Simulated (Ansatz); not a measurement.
# CdH2S2: complex band structure, part 2 of 4

A new crystal, CdH2S2: structure, gap and complex bands. It is built by putting S for O in the CdH2O2 structure of space group P1, with the volume rescaled by atomic radii. The parent structure comes from the Materials Project.

Ansatz 0.2.0; LDA DFT, plane waves, PAW files (the session's first sound run).

So far. Step 2 (Relaxing the new crystal): The largest force component on a free atom ends at 0.0094 eV/Å.

The structure was built from a prototype and need not be the compound's stable phase.

### 3. Band edges

The energy window and the wavevectors of the next steps follow from the band edges, so these are searched first, off the mesh as well.

File input.yaml:

```yaml
crystal:
  lattice:
    - [3.9048123031, 0.0576675209, -0.0043660485]
    - [-0.0414975423, 6.585361842, -0.0147303863]
    - [-1.9240976959, -3.3063370602, 6.0928782363]
  atoms:
    - { symbol: Cd, position: [0.16756754, 0.1409870144, 0.2971882081] }
    - { symbol: Cd, position: [0.8770460577, 0.850131396, 0.7156743476] }
    - { symbol: H, position: [0.5829234285, 0.6625685761, 0.0064639081] }
    - { symbol: H, position: [0.3619656344, 0.3445191519, 0.0064560968] }
    - { symbol: H, position: [0.8637067789, 0.3645853511, 0.7049059804] }
    - { symbol: H, position: [0.1654284076, 0.6661988155, 0.3079252528] }
    - { symbol: S, position: [0.5337979177, 0.8679922001, 0.0064141383] }
    - { symbol: S, position: [0.0193741506, 0.3043971294, 0.0063886104] }
    - { symbol: S, position: [0.7791939839, 0.4050661099, 0.5260639542] }
    - { symbol: S, position: [0.2598061005, 0.8854342555, 0.4867645034] }
kpoints:
  mp_grid: { grid: [6, 4, 4] }
  band_path: { path: [VBM, CBM], npoints: 30 }
scf:
  occupations: { method: fixed }
hamiltonian:
  xc: lda
output:
  eigenvalues: true
  write_potential: true
  write_density: true
  volumetric_format: npy
  elf: true
```

Command:

```bash
> ansatz run input.yaml --threads 2 --pin off --max-ram 4096MiB --backend cpu --events-out ev --progress --plain --runs-dir out
```

Numbers of over 12 decimals in the logs are rounded to 6 here.

Output:

```text
[...]
Crystal: 10 atoms, lattice volume = 156.446 Å³
Basis set: ecut = 420 eV, 3039 PW (Γ)
Bands: 44, of which v1, the nominal top of the filled ones, is band 34 counted from 1 (33 counted from 0)
Symmetry: 1 space group operations
[...]
k-points: 52 of 96 (time reversal used)
[...]
SCF iter   1: F=—  HF=-19779.461838 eV  |F-HF|=—  |Δ(HF+E_count)|=         —  Δρ=9.35e-3  dr2=1.16e-1  ethr=1.77e-3  ⟨swp⟩=4.8  Hψ=7591  notcnv=0  defer=368
[...]
SCF iter   7: F=-19779.424219 eV  HF=-19779.424219 eV  |F-HF|=2.52e-9  |Δ(HF+E_count)|=   8.27e-9  Δρ=5.46e-6  dr2=5.28e-8  ethr=1.47e-10  ⟨swp⟩=10.7  Hψ=9879  notcnv=0
SCF 1 converged in 7 iterations: F = -19779.424219 eV  dr2 = 5.28e-8
[...]
NSCF: frozen V_eff on 112 k-points
[...]
SCF converged after 7 iterations
Free energy (F): -19779.424219 eV
[...]
Internal energy: -19779.424219 eV  (E = F + TS)
E sigma→0 (E₀):  -19779.424219 eV
Fermi energy:    5.513784 eV
[...]
--- Band table (eV; the first three rows and the last of 52) ---
  k-point 0: bands = [... 30 lower, 4.5416, 4.8022, 4.9151, 5.4585, 7.3418, 8.2200, 9.0570, 9.6015, ... 6 higher]
  k-point 1: bands = [... 30 lower, 4.4230, 4.9929, 5.3128, 5.4753, 8.1399, 8.3064, 9.1260, 9.9433, ... 6 higher]
  k-point 2: bands = [... 30 lower, 4.3376, 5.2498, 5.3671, 5.5138, 8.2235, 9.2510, 9.5110, 9.8834, ... 6 higher]
  k-point 51: bands = [... 30 lower, 4.0206, 4.4554, 4.8329, 5.3387, 8.2561, 9.0988, 9.2633, 10.0571, ... 6 higher]
```

It took 2 min on 2 threads of Intel Xeon Platinum 8488C (Sapphire Rapids), shared host; peak memory 0.78 GiB; 4 min of CPU time.

The column dr2 measures how far the density is from self-consistency, as an energy; F and HF (Harris–Foulkes) agree once it is small.

Numbers from this step:

```
Fermi energy        : 5.514 eV
gap on the k-mesh   : 1.828 eV
gap on path         : 1.828 eV, by band count; negative where bands overlap
direct gap on path  : 1.883 eV
edge places on path : 0, 0.5164 1/A along the path
```

The electronic bands at the labelled points (eV, zero at the Fermi level (highest filled level under fixed occupations); v1 is the highest filled band, c1 the lowest empty one):

```
  point     v4     v3     v2     v1    c1    c2    c3    c4
    VBM  -1.18  -0.26  -0.15   0.00  2.71  3.74  4.00  4.37
halfway  -1.09  -0.52  -0.20  -0.04  2.63  2.79  3.61  4.43
    CBM  -0.97  -0.71  -0.60  -0.06  1.83  2.71  3.54  4.09
```

ELF in the ab plane at fractional z = 0.006, with atoms of H and S within 0.2 Å of it. It is the smooth field of the valence electrons, not physical close to the nuclei.

Ten even steps from '_' (0.01) to '@' (1.00), each cell a mean:
```
____..==##%%##**##%%%%**--..
____::**%%%%**--==%%%%%%==..
____--##%%%%==__..**%%%%++::
____--##%%##==....++####++::
____::++####**++**####**--..
____..--++**%%@@@@%%##++::__
______::==**%%@@@@@@%%++..__
________::++%%@@@@@@%%==____
__________==##@@@@@@##::____
....________--**##++::____..
++==::..______......__..--==
##**++==--::..______::==##%%
%%##****####**..__..==##%%@@
%%####%%@@@@@@==__::**%%@@@@
----##@@@@@@@@++..::**%%%%**
__..**@@@@@@@@++..::**%%##--
..::**%%%%@@%%--__..++####==
##**####****==..__..==##%%##
%%%%##++==::..______::++##%%
####**--..____________::++##
====::..______....______::--
....____..::==++++==::..__..
______..==**########**--..__
```
Columns run along a (3.9 Å), rows up along b (6.6 Å). Atoms in or near the plane, at fractional coordinates: H at (0.58, 0.66), H at (0.36, 0.34), S at (0.53, 0.87), S at (0.02, 0.30).

Valence density in the ab plane at fractional z = 0.006, with atoms of H and S within 0.2 Å of it. It is the smooth field of the valence electrons, not physical close to the nuclei.

Ten even steps from '0' (0.0 e/Å³) to '9' (1.4 e/Å³), each cell a mean:
```
00012466664210
00013675675310
00014761376310
00013663475210
00012578874200
00001358963100
00000137962100
00000126952000
00000013421000
00000000100000
00000000000000
11100000000011
44321100000124
76554420001257
56889941001477
13898731001475
45764310001366
77642100001257
55321000000134
22110000000012
11000000000001
00000011110000
00001223321100
```
Columns run along a (3.9 Å), rows up along b (6.6 Å). Atoms in or near the plane, at fractional coordinates: H at (0.58, 0.66), H at (0.36, 0.34), S at (0.53, 0.87), S at (0.02, 0.30).

Electrostatic potential energy in the ab plane at fractional z = 0.006, with atoms of H and S within 0.2 Å of it. With pseudopotentials it is smooth inside the atoms' cores, unlike the true potential.

Ten even steps from '_' (-34 eV) to '@' (11 eV), each cell a mean:
```
@@@@@@@@%%**--....==##@@@@@@
@@@@@@@@##--______..++%%@@@@
@@@@@@@@##::__::::__==%%@@@@
@@@@@@@@##::__....__==%%@@@@
@@@@@@@@%%++..____::**%%@@@@
@@@@@@@@@@%%**====**%%@@@@@@
@@@@@@@@@@@@%%==..++%%@@@@@@
@@@@@@@@@@@@%%::__--%%@@@@@@
@@@@@@@@@@@@%%++--**%%@@@@@@
@@@@@@@@@@@@@@%%%%%%@@@@@@@@
@@@@@@@@@@@@@@@@@@@@@@@@@@@@
@@@@@@@@@@@@@@@@@@@@@@@@@@@@
**##%%%%%%%%@@@@@@@@@@@@%%##
..::++##**++##@@@@@@@@%%**--
..__..==..__--%%@@@@%%##::__
::..__==--..==%%@@@@%%**....
..__..++####%%@@@@@@%%**..__
__..--##%%@@@@@@@@@@@@##==..
++++##%%@@@@@@@@@@@@@@%%##**
%%%%@@@@@@@@@@@@@@@@@@@@@@%%
@@@@@@@@@@@@@@@@@@@@@@@@@@@@
@@@@@@@@@@@@@@%%%%@@@@@@@@@@
@@@@@@@@@@%%##**##%%@@@@@@@@
```
Columns run along a (3.9 Å; values clipped at the 3rd and 97th percentile), rows up along b (6.6 Å). Atoms in or near the plane, at fractional coordinates: H at (0.58, 0.66), H at (0.36, 0.34), S at (0.53, 0.87), S at (0.02, 0.30).

The searched edges give 1.83 eV, as on the mesh.

### 4. Decaying states in the gap, plane (010), k-mesh 4×6×4

This step: LDA DFT, plane waves, PAW files; complex bands by layer matching along the plane's normal (Ansatz 0.2.0).

The same crystal is laid in a cell whose first two vectors span the (010) plane (indices of the standard conventional cell, whose axes can be ordered otherwise than in the bulk input). At fixed energy and wavevector in the plane the solver finds all kz, real and complex. A few wavevectors are listed, (0, 0), (-0.5, 0) and (0.5, 0) (two of them one point) in units of the plane's reciprocal vectors; the slowest state needn't be among them.

File input.yaml:

```yaml
crystal:
  lattice:
    - [7.194246444, 0.0, 0.0]
    - [-1.074540673, 3.754499443, 0.0]
    - [-3.02788224, -0.808575677, 5.791982747]
  atoms:
    - { symbol: Cd, position: [0.2971882081, 0.16756754, 0.1409870144] }
    - { symbol: Cd, position: [0.7156743476, 0.8770460577, 0.850131396] }
    - { symbol: H, position: [0.0064639081, 0.5829234285, 0.6625685761] }
    - { symbol: H, position: [0.0064560968, 0.3619656344, 0.3445191519] }
    - { symbol: H, position: [0.7049059804, 0.8637067789, 0.3645853511] }
    - { symbol: H, position: [0.3079252528, 0.1654284076, 0.6661988155] }
    - { symbol: S, position: [0.0064141383, 0.5337979177, 0.8679922001] }
    - { symbol: S, position: [0.0063886104, 0.0193741506, 0.3043971294] }
    - { symbol: S, position: [0.5260639542, 0.7791939839, 0.4050661099] }
    - { symbol: S, position: [0.4867645034, 0.2598061005, 0.8854342555] }
kpoints:
  mp_grid: { grid: [4, 6, 4] }
scf:
  occupations: { method: fixed }
hamiltonian:
  xc: lda
output:
  eigenvalues: true
  transmission:
    leads: [[0, 0]]
    kpoints: [[0.0, 0.0], [-0.5, 0.0], [0.5, 0.0]]
    e_range: [-1.0, 2.83]
    de: 0.1
```

Output:

```text
[...]
Crystal: 10 atoms, lattice volume = 156.446 Å³
Basis set: ecut = 420 eV, 3039 PW (Γ)
Bands: 44, of which v1, the nominal top of the filled ones, is band 34 counted from 1 (33 counted from 0)
Symmetry: 1 space group operations
[...]
k-points: 52 of 96 (time reversal used)
[...]
SCF iter   1: F=—  HF=-19779.461850 eV  |F-HF|=—  |Δ(HF+E_count)|=         —  Δρ=9.35e-3  dr2=1.16e-1  ethr=1.77e-3  ⟨swp⟩=4.8  Hψ=7605  notcnv=0  defer=365
[...]
SCF iter   7: F=-19779.424219 eV  HF=-19779.424219 eV  |F-HF|=2.42e-9  |Δ(HF+E_count)|=   8.62e-9  Δρ=5.47e-6  dr2=5.29e-8  ethr=1.47e-10  ⟨swp⟩=10.7  Hψ=9809  notcnv=0
SCF 1 converged in 7 iterations: F = -19779.424219 eV  dr2 = 5.29e-8
[...]
transmission: 8 of 24 steps passed
transmission: 16 of 24 steps passed
transmission: 24 of 24 steps passed
SCF converged after 7 iterations
Free energy (F): -19779.424219 eV
[...]
Internal energy: -19779.424219 eV  (E = F + TS)
E sigma→0 (E₀):  -19779.424219 eV
Fermi energy:    5.513784 eV
[...]
--- Band table (eV; the first three rows and the last of 52) ---
  k-point 0: bands = [... 30 lower, 4.5416, 4.8022, 4.9151, 5.4585, 7.3418, 8.2200, 9.0570, 9.6015, ... 6 higher]
  k-point 1: bands = [... 30 lower, 4.4581, 4.6715, 4.9699, 5.4723, 8.1325, 8.6134, 9.2070, 9.6746, ... 6 higher]
  k-point 2: bands = [... 30 lower, 4.2083, 4.7865, 4.9609, 5.4800, 8.5079, 9.2263, 9.5294, 10.2034, ... 6 higher]
  k-point 51: bands = [... 30 lower, 4.0206, 4.4554, 4.8329, 5.3387, 8.2561, 9.0988, 9.2633, 10.0571, ... 6 higher]
--- Transmission ---
  basis      : 235 plane waves across, 8 finite elements along
  points     : 3, as listed
  energies   : 39 from -1.000000 to 2.800000 eV about the Fermi level, 0.100000 eV apart; the leads are filled to 0.914015 eV, and channels, transmission and decay are at 0.900000 eV
  crystal 0  : H4Cd2S4, at the sites [0, 0], period 5.7920 Å: whole cells are its period
    offset         : up to 0.0000 Å between an atom of the period and one for which it stands
    channels       : 0.000000e0 a spin
    conductance    : none, the energies end too early or step too widely for 300 K: set another output.transmission.e_range or a lower de, or, where they end at an eighth of basis.ecutwfc, a higher one
    slowest decay  : 0.1925 /Å at (0.0000, 0.0000)
```

Elapsed: 44 s, on 2 threads; peak memory 0.86 GiB.

Numbers from this step:

```
level to which the leads are filled                       : 0.9140 eV from the Fermi level
decay constant at the filling level, zone centre          : 0.1925 Å⁻¹
decay constant at the filling level, slowest listed point : 0.1925 Å⁻¹
```

K parallel (0, 0); values up to 1.5 1/Å, a degenerate pair printed once or twice; energies at which all values exceed this have no row. Im kz of the slowest decaying states against energy, zero at the highest filled level on the SCF mesh:

```
energy (eV)  decay 1 (Å⁻¹)  decay 2 (Å⁻¹)  decay 3 (Å⁻¹)  decay 4 (Å⁻¹)
      -1.00          0.145          0.514          0.589          0.848
      -0.70         0.0346          0.120          0.123          0.369
      -0.50          0.115          0.235          0.310          0.422
      -0.20          0.214          0.280          0.387          0.400
       0.00          0.253          0.272          0.332          0.742
       0.10          0.250          0.278          0.458          0.753
       0.40          0.221          0.324          0.616          0.707
       0.60          0.210          0.343          0.673          0.689
       0.90          0.193          0.366          0.612          0.783
       1.20          0.167          0.388          0.528          0.715
       1.40          0.143          0.411          0.445          0.708
       1.70         0.0831          0.364          0.416          0.703
       2.00          0.315          0.394          0.699          0.738
       2.30          0.253          0.363          0.659          0.694
       2.50          0.189          0.336          0.599          0.690
       2.80          0.292          0.510          0.682          0.719
```

K parallel (-0.5, 0); values up to 1.5 1/Å, a degenerate pair printed once or twice; energies at which all values exceed this have no row. Table of Im kz of the slowest decaying states by energy, zero at the highest filled level on the SCF mesh:

```
energy (eV)  decay 1 (Å⁻¹)  decay 2 (Å⁻¹)  decay 3 (Å⁻¹)  decay 4 (Å⁻¹)
      -1.00          0.157          0.184          0.198          0.479
      -0.80          0.112          0.138          0.266          0.510
      -0.60         0.0422          0.308          0.533          0.840
      -0.40          0.161          0.339          0.550          0.862
      -0.20          0.144          0.213          0.365          0.554
       0.00         0.0164          0.142          0.246          0.348
       0.10          0.180          0.258          0.262          0.373
       0.30          0.230          0.279          0.338          0.391
       0.50          0.266          0.295          0.378          0.407
       0.70          0.292          0.309          0.393          0.431
       0.90          0.312          0.320          0.397          0.457
       1.10          0.328          0.329          0.395          0.478
       1.30          0.337          0.340          0.390          0.495
       1.50          0.343          0.347          0.382          0.510
       1.70          0.348          0.349          0.373          0.521
       1.80          0.345          0.350          0.371          0.526
       2.00          0.325          0.353          0.370          0.501
       2.20          0.292          0.358          0.370          0.464
       2.40          0.242          0.368          0.368          0.412
       2.60          0.155          0.363          0.366          0.547
       2.80          0.323          0.361          0.549          0.624
```

K parallel (0.5, 0); values up to 1.5 1/Å, a degenerate pair printed once or twice; energies at which all values exceed this have no row. Table of Im kz of the slowest decaying states by energy, zero at the highest filled level on the SCF mesh:

```
energy (eV)  decay 1 (Å⁻¹)  decay 2 (Å⁻¹)  decay 3 (Å⁻¹)  decay 4 (Å⁻¹)
      -1.00          0.157          0.184          0.198          0.479
      -0.80          0.112          0.138          0.266          0.510
      -0.70          0.112          0.289          0.522          0.831
      -0.50          0.108          0.325          0.542          0.851
      -0.40          0.161          0.339          0.550          0.862
      -0.20          0.144          0.213          0.365          0.554
      -0.10         0.0830          0.230          0.239          0.384
       0.00         0.0164          0.142          0.246          0.348
       0.10          0.180          0.258          0.262          0.373
       0.20          0.208          0.269          0.307          0.383
       0.40          0.249          0.288          0.361          0.398
       0.50          0.266          0.295          0.378          0.407
       0.70          0.292          0.309          0.393          0.431
       0.80          0.302          0.315          0.396          0.445
       1.00          0.320          0.325          0.396          0.468
       1.10          0.328          0.329          0.395          0.478
       1.30          0.337          0.340          0.390          0.495
       1.40          0.340          0.344          0.387          0.503
       1.60          0.345          0.349          0.378          0.516
       1.70          0.348          0.349          0.373          0.521
       1.90          0.337          0.352          0.370          0.516
       2.00          0.325          0.353          0.370          0.501
       2.20          0.292          0.358          0.370          0.464
       2.30          0.270          0.361          0.369          0.441
       2.50          0.206          0.367          0.377          0.546
       2.60          0.155          0.363          0.366          0.547
       2.80          0.323          0.361          0.549          0.624
```

At the listed wavevectors the last open channel is at -0.20 eV and the next at +1.90 eV on the grid. At +0.90 eV, the grid energy nearest the filling level (the middle of the gap on the SCF mesh), the slowest state at the listed wavevectors decays with κ = 0.193 Å⁻¹, its amplitude falling by e over 5.2 Å. Through 1 nm of this crystal that state's transmission falls by exp(−2 × 0.193 Å⁻¹ × 10 Å) = 0.021.

[end of part 2 of 4]

[Logs are printed without paths, hosts, clocks, repeated set-up lines and the standing remarks that a program may print on its own settings, such as how far it seeks lower states.]

[Hosts, paths, dates, database ids (printed as entryN), source tags and the programs' standing remarks are cut or masked in the printed files.]

[New means built here by substitution; the compound itself may be known and measured.]
